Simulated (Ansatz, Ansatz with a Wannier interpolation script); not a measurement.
# CdBr2 (P6_3mc): quasiparticle bands by Wannier interpolation, part 2 of 2

Aim: the G0W0 bands of CdBr2 (P6_3mc) along the symmetry lines, with the gap off the mesh.

Ansatz 0.2.0; LDA, Wannier functions and G0W0, plane waves, PAW. Known limits of the many-body steps: not at the basis limit; no spin-orbit coupling.

So far. Step 2 (LDA bands): The gap is indirect, with the least direct gap 0.001 eV higher. Step 3 (Wannier functions (Br:4p Cd:5s) on 12×12×4): Near the gap the model misses directly solved bands by 0.1 meV r.m.s. and by 1 meV at most in the window tested. This tests the starting bands, not the corrections carried with them.

The database entry behind the starting cell has ideal inner coordinates that were not refined, so it need not match the best structure at ambient conditions.

## 4. G0W0 at every point of the mesh: 6×6×2 mesh, 720 empty bands, screening to 150 eV

Now the one-shot GW correction: screening in the RPA, then the self-energy of the levels asked for.

This step: G0W0 on LDA, plane waves, PAW.

File input.yaml:

```yaml
crystal:
  lattice:
    - [3.985, 0.0, 0.0]
    - [-1.9925, 3.4511112341, 0.0]
    - [0.0, 0.0, 12.561]
  atoms:
    - { symbol: Cd, position: [0.3333333333, 0.6666666667, 0.375] }
    - { symbol: Cd, position: [0.6666666667, 0.3333333333, 0.875] }
    - { symbol: Br, position: [0.3333333333, 0.6666666667, 0.0] }
    - { symbol: Br, position: [0.6666666667, 0.3333333333, 0.5] }
    - { symbol: Br, position: [0.0, 0.0, 0.25] }
    - { symbol: Br, position: [0.0, 0.0, 0.75] }
kpoints:
  mp_grid: { grid: [6, 6, 2] }
hamiltonian:
  xc: lda
scf:
  occupations: { method: fixed }
gw:
  n_empty_bands: 720
  ecut_chi: 150.0
  qp_bands: [v12, c1]
  screening: { model: contour_deformation }
```

Launch:

```bash
$ ansatz run input.yaml --threads 3 --pin off --max-ram 92160MiB --backend cuda --events-out ev --progress --plain --runs-dir out --devices 1 --max-vram 13GiB
```

Numbers of over 12 decimals in the logs are rounded to 6 here.

The log of the run:

```text
GPUs: using 1 of 1 available (devices: 1).
[...]
GPU FFT provider: cuFFT
GPU libraries: cuBLAS 13.8.2, cuFFT 12.4.0, cuSOLVER 12.3.4
Crystal: 6 atoms, lattice volume = 172.747 Å³
Basis set: ecut = 420 eV, 3401 PW (Γ)
Bands: 41, of which v1, the nominal top of the filled ones, is band 34 counted from 1 (33 counted from 0)
Symmetry: 12 space group operations
[...]
k-points: 14 of 72
[...]
GPU buffer pool allocated for 65610 grid points (all kernels)
[...]
SCF iter   1: F=—  HF=-27016.077897 eV  |F-HF|=—  |Δ(HF+E_count)|=         —  Δρ=6.45e-3  dr2=4.87e-2  ethr=1.77e-3  ⟨swp⟩=5.5  Hψ=2027  notcnv=0  defer=70
[...]
SCF iter   7: F=-27016.062378 eV  HF=-27016.062378 eV  |F-HF|=2.18e-9  |Δ(HF+E_count)|=   2.36e-8  Δρ=2.60e-6  dr2=1.37e-8  ethr=1.47e-10  ⟨swp⟩=12.1  Hψ=2512  notcnv=0
SCF 1 converged in 7 iterations: F = -27016.062378 eV  dr2 = 1.37e-8
[...]
G₀W₀ screening: q 1/14
[... further progress lines ...]
SCF converged after 7 iterations
Free energy (F): -27016.062378 eV
[...]
Internal energy: -27016.062378 eV  (E = F + TS)
E sigma→0 (E₀):  -27016.062378 eV
Fermi energy:    3.950724 eV
[...]
--- Band table (eV; the first three rows and the last of 14) ---
  k-point 0: bands = [... 30 lower, 3.8132, 3.8132, 3.9507, 3.9507, 6.4791, 7.8300, 9.0164, 9.0733, ... 3 higher]
  k-point 1: bands = [... 30 lower, 3.8920, 3.8920, 3.8920, 3.8920, 7.1665, 7.1665, 9.0822, 9.0822, ... 3 higher]
  k-point 2: bands = [... 30 lower, 3.3084, 3.7529, 3.8891, 3.9467, 7.4512, 8.0272, 9.8306, 9.9757, ... 3 higher]
  k-point 13: bands = [... 30 lower, 3.4605, 3.4605, 3.4669, 3.4669, 8.1107, 8.1107, 11.1079, 11.1079, ... 3 higher]
--- G₀W₀: contour deformation, 7 samples at zero and on the imaginary axis and 2 off it, 72 q-points, 720 empty bands' worth ---
  eigenvalues of the whole cell's RPA ε∞ on this k-mesh (on a slab, of 1 + 4πα/V) = 3.6824, 4.4497, 4.4497; static W/v taken at q = 0 is 0.236696
  bands read: the sum over 754 bands ends inside a degenerate multiplet in 2 slots, whose members it reads at an even weight; the widest, k=0: bands 754 to 755 (counted from 1) at 1/2 each
    ik  band        ε_KS         Σx   Σc(E_QP)       V_xc       Z   E_QP_lin       E_QP  E_QP is
     0    23      0.4327   -19.3061     3.3310   -15.2099  0.6628    -0.3775    -0.3325  root
     0    24      1.0493   -19.1659     2.6986   -15.7087  0.7105     0.2541     0.2906  root
     0    25      2.4525   -18.3890     2.6871   -14.6964  0.7414     1.4182     1.4470  root
     0    26      3.3883   -19.6963     2.3051   -16.4363  0.7582     2.4158     2.4335  root
     0    27      3.3883   -19.6963     2.3051   -16.4363  0.7582     2.4158     2.4335  root
     0    28      3.5171   -19.7689     2.2337   -16.5903  0.7604     2.5556     2.5723  root
     0    29      3.5171   -19.7689     2.2337   -16.5903  0.7604     2.5556     2.5723  root
     0    30      3.7973   -19.9924     2.2325   -16.7946  0.7612     2.8150     2.8321  root
     0    31      3.8132   -21.2915     2.3232   -18.0287  0.7650     2.8581     2.8737  root
     0    32      3.8132   -21.2915     2.3232   -18.0287  0.7650     2.8581     2.8737  root
     0    33      3.9507   -21.4125     2.2670   -18.2150  0.7669     3.0056     3.0203  root
     0    34      3.9507   -21.4125     2.2670   -18.2150  0.7669     3.0056     3.0203  root
     0    35      6.4791    -9.4552    -3.5345   -13.7613  0.8150     7.2557     7.2507  root
     1    23      0.6764   -19.1821     3.1070   -15.3050  0.6833    -0.1446    -0.0938  root
[...]
13    31      3.4605   -20.4955     2.4363   -17.0812  0.7601     2.4634     2.4825  root
    13    32      3.4605   -20.4955     2.4363   -17.0812  0.7601     2.4634     2.4825  root
    13    33      3.4669   -20.5024     2.4384   -17.0826  0.7601     2.4664     2.4855  root
    13    34      3.4669   -20.5024     2.4384   -17.0826  0.7601     2.4664     2.4855  root
    13    35      8.1107   -10.4593    -4.0824   -15.4264  0.7951     9.0052     8.9954  root
```

Wall time 3.1 min (1 × NVIDIA H100 80GB HBM3 (shared by 6 runs) with 3 threads of AMD EPYC 7R13 (Zen 3), shared host); peak memory 2.2 GiB.

Numbers from this step:

```
bands summed                                 : 754
RPA ε∞ on this mesh (eigenvalues)            : 3.682, 4.450, 4.450
plane waves in the screening matrix          : 709
q-points in the mesh                         : 72
G0W0 gap on the mesh                         : 4.230 eV
k of the valence top                         : 0, 0, 0
k of the conduction bottom                   : 0, 0, 0
starting gap on the mesh                     : 2.528 eV
Z at the valence top                         : 0.7669
Z at the conduction bottom                   : 0.8150
least direct G0W0 gap on the computed points : 4.230 eV
```

The gap on the mesh goes from 2.53 eV to 4.23 eV, a correction of +1.70 eV. Between the two edge states, bare exchange in place of the xc potential would open the gap by 7.50 eV, and correlation takes back 5.80 eV.

## 5. Interpolating the corrections

A script adds the corrections, carried to the Wannier functions and back, to the LDA levels, along the path and on a 13×13×4 mesh.

```
G0W0 gap over the zone     : 4.230 eV
valence top at             : Γ
conduction bottom at       : Γ
starting gap over the zone : 2.528 eV
least direct G0W0 gap      : 4.230 eV
G0W0 gap on the mesh       : 4.230 eV
valence width, start       : 3.717 eV
valence width, G0W0        : 3.554 eV
gap by a rigid shift       : 4.230 eV
```

Levels solved directly plus the interpolated quasiparticle correction. Limits: finite bands, cutoff and mesh; no spin-orbit coupling. Quasiparticle bands along the path, in eV, zero at the valence-band top of each set:

| point | band 31 | band 32 | band 33 | band 34 | band 35 |
| --- | --- | --- | --- | --- | --- |
| Γ | -0.15 | -0.15 | 0.00 | 0.00 | 4.23 |
| halfway | -0.93 | -0.28 | -0.10 | -0.03 | 5.64 |
| M | -0.56 | -0.39 | -0.19 | -0.08 | 5.08 |
| halfway | -0.65 | -0.63 | -0.29 | -0.27 | 5.60 |
| K | -0.98 | -0.59 | -0.59 | -0.18 | 6.02 |
| halfway | -0.57 | -0.55 | -0.39 | -0.09 | 5.85 |
| Γ | -0.15 | -0.15 | 0.00 | 0.00 | 4.23 |
| halfway | -0.12 | -0.12 | -0.02 | -0.02 | 4.45 |
| A | -0.06 | -0.06 | -0.06 | -0.06 | 4.95 |
| halfway | -0.39 | -0.39 | -0.14 | -0.14 | 5.77 |
| L | -0.45 | -0.45 | -0.22 | -0.22 | 5.33 |
| halfway | -0.69 | -0.69 | -0.30 | -0.30 | 5.73 |
| H | -0.54 | -0.54 | -0.54 | -0.54 | 5.97 |
| halfway | -0.70 | -0.70 | -0.14 | -0.14 | 5.94 |
| A | -0.06 | -0.06 | -0.06 | -0.06 | 4.95 |
| jump to L | -0.45 | -0.45 | -0.22 | -0.22 | 5.33 |
| halfway | -0.55 | -0.34 | -0.27 | -0.12 | 5.16 |
| M | -0.56 | -0.39 | -0.19 | -0.08 | 5.08 |
| jump to H | -0.54 | -0.54 | -0.54 | -0.54 | 5.97 |
| halfway | -0.84 | -0.56 | -0.56 | -0.28 | 5.99 |
| K | -0.98 | -0.59 | -0.59 | -0.18 | 6.02 |

The same for LDA:

| point | band 31 | band 32 | band 33 | band 34 | band 35 |
| --- | --- | --- | --- | --- | --- |
| Γ | -0.14 | -0.14 | 0.00 | 0.00 | 2.53 |
| M | -0.51 | -0.36 | -0.14 | -0.06 | 3.34 |
| K | -0.92 | -0.54 | -0.54 | -0.14 | 4.21 |
| Γ | -0.14 | -0.14 | 0.00 | 0.00 | 2.53 |
| A | -0.06 | -0.06 | -0.06 | -0.06 | 3.22 |
| L | -0.40 | -0.40 | -0.20 | -0.20 | 3.57 |
| H | -0.49 | -0.49 | -0.48 | -0.48 | 4.16 |
| A | -0.06 | -0.06 | -0.06 | -0.06 | 3.22 |
| L | -0.40 | -0.40 | -0.20 | -0.20 | 3.57 |
| M | -0.51 | -0.36 | -0.14 | -0.06 | 3.34 |
| H | -0.49 | -0.49 | -0.48 | -0.48 | 4.16 |
| K | -0.92 | -0.54 | -0.54 | -0.14 | 4.21 |

Wannier model on a dense mesh, Gaussian width 0.15 eV. Limits: finite bands, cutoff and mesh; no spin-orbit coupling. The density of states by energy, zero at the valence-band top of each set; read off at these points; values in states/eV/cell:

| energy (eV) | G0W0 | LDA |
| --- | --- | --- |
| -5.00 | 0 | 0 |
| -4.70 | 0 | 0 |
| -4.30 | 0 | 0 |
| -4.00 | 2.7e-5 | 0.0149 |
| -3.60 | 1.69 | 8.12 |
| -3.30 | 8.96 | 4.87 |
| -3.00 | 2.75 | 1.26 |
| -2.60 | 4.91 | 4.55 |
| -2.30 | 3.54 | 3.37 |
| -2.00 | 4.90 | 4.44 |
| -1.60 | 8.53 | 8.14 |
| -1.50 | 8.84 | 8.75 |
| -1.30 | 7.13 | 7.74 |
| -0.90 | 5.62 | 5.30 |
| -0.60 | 9.39 | 9.48 |
| -0.30 | 12.6 | 12.1 |
| -0.20 | 13.5 | 14.1 |
| 0.00 | 4.76 | 6.03 |
| 0.10 | 1.27 | 1.73 |
| 0.40 | 3.8e-4 | 5.4e-4 |
| 0.70 | 0 | 0 |
| 1.10 | 0 | 0 |
| 1.40 | 0 | 0 |
| 1.80 | 0 | 0 |
| 2.10 | 0 | 0 |
| 2.40 | 0 | 0.00550 |
| 2.80 | 0 | 0.114 |
| 3.10 | 0 | 0.132 |
| 3.40 | 0 | 0.967 |
| 3.80 | 0 | 4.62 |
| 4.10 | 0.00536 | 6.82 |
| 4.50 | 0.105 | 0.0392 |
| 4.80 | 0.122 | 0 |

Corrections by starting level (eV, on the run's own energy scale, so only their differences matter):

| start | correction |
| --- | --- |
| -3.72 | −0.77 |
| -3.52 | −0.76 |
| -3.27 | −0.77 |
| -2.53 | −0.94 |
| -2.03 | −0.97 |
| -1.84 | −0.96 |
| -1.48 | −0.98 |
| -1.23 | −0.96 |
| -0.86 | −0.96 |
| -0.67 | −0.96 |
| -0.51 | −0.95 |
| -0.36 | −0.96 |
| -0.20 | −0.95 |
| -0.09 | −0.94 |
| 0.00 | −0.93 |
| 2.53 | +0.77 |
| 4.16 | +0.88 |

## 6. LDA+SOC bands, for comparison

The many-body steps leave out spin-orbit coupling, so its effect is taken from a two-component run, with twice the bands.

This step: DFT, LDA with spin-orbit coupling, plane waves, PAW.

input.yaml, the sections that differ from step 4:

```yaml
kpoints:
  mp_grid: { grid: [6, 6, 2] }
  band_path:
    path:
      - [[0.0, 0.0, 0.0], [0.5, 0.0, 0.0], [0.33333333, 0.33333333, 0.0], [0.0, 0.0, 0.0], [0.0, 0.0, 0.5], [0.5, 0.0, 0.5], [0.33333333, 0.33333333, 0.5], [0.0, 0.0, 0.5]]
      - [[0.5, 0.0, 0.5], [0.5, 0.0, 0.0]]
      - [[0.33333333, 0.33333333, 0.5], [0.33333333, 0.33333333, 0.0]]
    npoints: 10
scf:
  occupations: { method: fermi_dirac, width: 0.02 }
  n_extra_bands: 12
magnetization:
  noncollinear: true
  spin_orbit: true
output:
  eigenvalues: true
# crystal, hamiltonian: as in step 4
# gw: removed
```

The log of the run:

```text
[...]
GPUs: using 1 of 1 available (devices: 1).
[...]
non-collinear run that drives no moment, with spin-orbit: no starting moment large enough to seed its density (crystal.atoms[].spin), no starting occupations that ask for one, no magnetisation constraint and no magnetic field, so the semilocal B_xc is pinned to zero
[...]
GPU FFT provider: cuFFT
GPU libraries: cuBLAS 13.8.2, cuFFT 12.4.0, cuSOLVER 12.3.4
Crystal: 6 atoms, lattice volume = 172.747 Å³
Basis set: ecut = 420 eV, 3401 PW (Γ)
Bands: 80, of which v1, the nominal top of the filled ones, is band 68 counted from 1 (67 counted from 0)
Symmetry: 12 space group operations + 12 with time reversal
[...]
k-points: 14 of 72
Projection manifold: j_resolved (fully-relativistic pseudo-atomic orbitals)
[...]
GPU buffer pool allocated for 65610 grid points (all kernels)
[...]
SCF iter   1: F=—  HF=-27025.615953 eV  |F-HF|=—  |Δ(HF+E_count)|=         —  Δρ=5.45e-2  dr2=9.37e0  dr2_m=0.00e0 (ungated)  ethr=3.10e-3  |M|=0.00e0 ∫|m|=0.00e0 μB  |m|>n=0.0e0 m-floor=0.0e0 τ_xc=0.0e0  β_m=0.30  ⟨swp⟩=9.9  Hψ=5834  notcnv=0
[...]
spin=Noncollinear: Resta preconditioning applied to the charge; magnetization (m_x, m_y, m_z) channels mix plain (no charge-response kernel on spin).
SCF iter   2: F=—  HF=-27023.494309 eV  |F-HF|=—  |Δ(HF+E_count)|=    2.12e0  Δρ=2.66e-2  dr2=2.77e0  dr2_m=0.00e0 (ungated)  ethr=3.10e-3  |M|=0.00e0 ∫|m|=0.00e0 μB  |m|>n=0.0e0 m-floor=0.0e0 τ_xc=0.0e0  β_m=0.46  ⟨swp⟩=3.0  Hψ=2032  notcnv=0  defer=104
[...]
SCF iter   8: F=-27022.660120 eV  HF=-27022.660120 eV  |F-HF|=6.47e-8  |Δ(HF+E_count)|=   1.24e-6  Δρ=4.57e-6  dr2=6.43e-8  dr2_m=0.00e0 (ungated)  ethr=1.47e-10  |M|=0.00e0 ∫|m|=0.00e0 μB  |m|>n=0.0e0 m-floor=0.0e0 τ_xc=0.0e0  ⟨swp⟩=11.6  Hψ=5431  notcnv=0
SCF 1 converged in 8 iterations: F = -27022.660120 eV  dr2 = 6.43e-8
[...]
SCF converged after 8 iterations
Magnetization: |M| = 0.0000 μB,  M = (+0.0000, +0.0000, +0.0000) μB
Absolute magnetization: 0.0000 μB (∫|m|)
  site 0: m = (+0.0000, +0.0000, +0.0000) μB, |m| = 0.0000 μB  (R = 1.15 Å)
  site 1: m = (+0.0000, +0.0000, +0.0000) μB, |m| = 0.0000 μB  (R = 1.15 Å)
  site 2: m = (+0.0000, +0.0000, +0.0000) μB, |m| = 0.0000 μB  (R = 1.15 Å)
  site 3: m = (+0.0000, +0.0000, +0.0000) μB, |m| = 0.0000 μB  (R = 1.15 Å)
  site 4: m = (+0.0000, +0.0000, +0.0000) μB, |m| = 0.0000 μB  (R = 1.15 Å)
  site 5: m = (+0.0000, +0.0000, +0.0000) μB, |m| = 0.0000 μB  (R = 1.15 Å)
Free energy (F): -27022.660120 eV
[...]
Internal energy: -27022.660120 eV  (E = F + TS)
E sigma→0 (E₀):  -27022.660120 eV
Fermi energy:    5.304728 eV
[...]
--- Band table (eV; the first three rows and the last of 14) ---
  k-point 0: bands = [... 64 lower, 3.9763, 3.9763, 4.1170, 4.1170, 6.4853, 6.4853, 7.8383, 7.8383, ... 8 higher]
  k-point 1: bands = [... 64 lower, 4.0577, 4.0577, 4.0577, 4.0577, 7.1744, 7.1744, 7.1744, 7.1744, ... 8 higher]
  k-point 2: bands = [... 64 lower, 3.8518, 3.8585, 4.0475, 4.0495, 7.4558, 7.4601, 8.0288, 8.0349, ... 8 higher]
  k-point 13: bands = [... 64 lower, 3.5241, 3.5241, 3.5257, 3.5257, 8.1125, 8.1125, 8.1128, 8.1128, ... 8 higher]
```

The job ended after 16 s (1 × NVIDIA H100 80GB HBM3 (shared by 6 runs) with 3 threads; peak memory 1.8 GiB).

Numbers from this step:

```yaml
filled_bands: 68
gap: 2.368 eV
valence_top_at: Γ
conduction_bottom_at: Γ
least_direct_gap: 2.368 eV
```

The gap stands −0.16 eV against LDA.

Electronic bands along the path, in eV, zero at the top of the highest nominally filled band:

| point | band 65 | band 66 | band 67 | band 68 | band 69 | band 70 | band 71 | band 72 |
| --- | --- | --- | --- | --- | --- | --- | --- | --- |
| Γ | -0.14 | -0.14 | 0.00 | 0.00 | 2.37 | 2.37 | 3.72 | 3.72 |
| halfway | -0.32 | -0.28 | -0.07 | -0.06 | 3.69 | 3.70 | 3.94 | 3.95 |
| M | -0.39 | -0.39 | -0.11 | -0.11 | 3.18 | 3.18 | 3.52 | 3.52 |
| halfway | -0.45 | -0.41 | -0.34 | -0.33 | 3.65 | 3.66 | 3.85 | 3.86 |
| K | -0.65 | -0.64 | -0.30 | -0.30 | 4.02 | 4.04 | 4.04 | 4.07 |
| halfway | -0.52 | -0.48 | -0.18 | -0.17 | 3.89 | 3.89 | 4.04 | 4.05 |
| Γ | -0.14 | -0.14 | 0.00 | 0.00 | 2.37 | 2.37 | 3.72 | 3.72 |
| halfway | -0.11 | -0.11 | -0.02 | -0.02 | 2.58 | 2.58 | 3.52 | 3.52 |
| A | -0.06 | -0.06 | -0.06 | -0.06 | 3.06 | 3.06 | 3.06 | 3.06 |
| halfway | -0.22 | -0.22 | -0.22 | -0.22 | 3.81 | 3.81 | 3.81 | 3.81 |
| L | -0.28 | -0.28 | -0.28 | -0.28 | 3.41 | 3.41 | 3.41 | 3.41 |
| halfway | -0.44 | -0.44 | -0.35 | -0.35 | 3.77 | 3.77 | 3.78 | 3.78 |
| H | -0.59 | -0.59 | -0.59 | -0.59 | 4.00 | 4.00 | 4.00 | 4.00 |
| halfway | -0.30 | -0.30 | -0.20 | -0.20 | 3.96 | 3.96 | 3.97 | 3.97 |
| A | -0.06 | -0.06 | -0.06 | -0.06 | 3.06 | 3.06 | 3.06 | 3.06 |
| jump to L | -0.28 | -0.28 | -0.28 | -0.28 | 3.41 | 3.41 | 3.41 | 3.41 |
| halfway | -0.38 | -0.38 | -0.16 | -0.16 | 3.26 | 3.26 | 3.51 | 3.51 |
| M | -0.39 | -0.39 | -0.11 | -0.11 | 3.18 | 3.18 | 3.52 | 3.52 |
| jump to H | -0.59 | -0.59 | -0.59 | -0.59 | 4.00 | 4.00 | 4.00 | 4.00 |
| halfway | -0.62 | -0.61 | -0.39 | -0.39 | 4.00 | 4.02 | 4.02 | 4.03 |
| K | -0.65 | -0.64 | -0.30 | -0.30 | 4.02 | 4.04 | 4.04 | 4.07 |

## 7. Outcome

```yaml
lda_gap: 2.53 eV
g0w0_gap_over_the_zone: 4.23 eV, direct
least_direct_g0w0_gap_in_the_model: 4.23 eV
with_the_spin_orbit_change: 4.07 eV
gw_settings: 6×6×2 mesh, 720 empty bands, screening to 150 eV
known_limits: not at the basis limit; no spin-orbit coupling
```

**Reading.** The Wannier model follows the LDA bands to under 1 meV r.m.s. near the gap. The G0W0 gap over the zone is 4.23 eV, direct, from Γ to Γ; on the mesh alone it is 4.23 eV, nearly the same. The valence width in the model goes from 3.72 eV to 3.55 eV. LDA+SOC gives a gap of 2.37 eV on the same path, a spin-orbit change of −0.16 eV that would bring the G0W0 gap to 4.07 eV. Bands and cutoff are finite, so the gap is not at the basis limit. The miss can reach some tenths of an eV and take either sign; the mesh is an error of its own. Beside the filled d shell of Cd, one-shot G0W0 from a semilocal start often leaves the gap short. Above the frozen window of the model the interpolated levels need not meet the computed ones, even at points of the mesh.

[Paths, hosts, dates, memory and timing lines, banners, echoed tables and standing remarks are left out of the program output.]

[Logs are printed without paths, hosts, clocks, repeated set-up lines and the standing remarks that a program may print on its own settings, such as how far it seeks lower states.]

[Runs of the session that timed out or met a known fault of the program may be left out.]

[Hosts, paths, dates, database ids (printed as entryN), source tags and the programs' standing remarks are cut or masked in the printed files.]
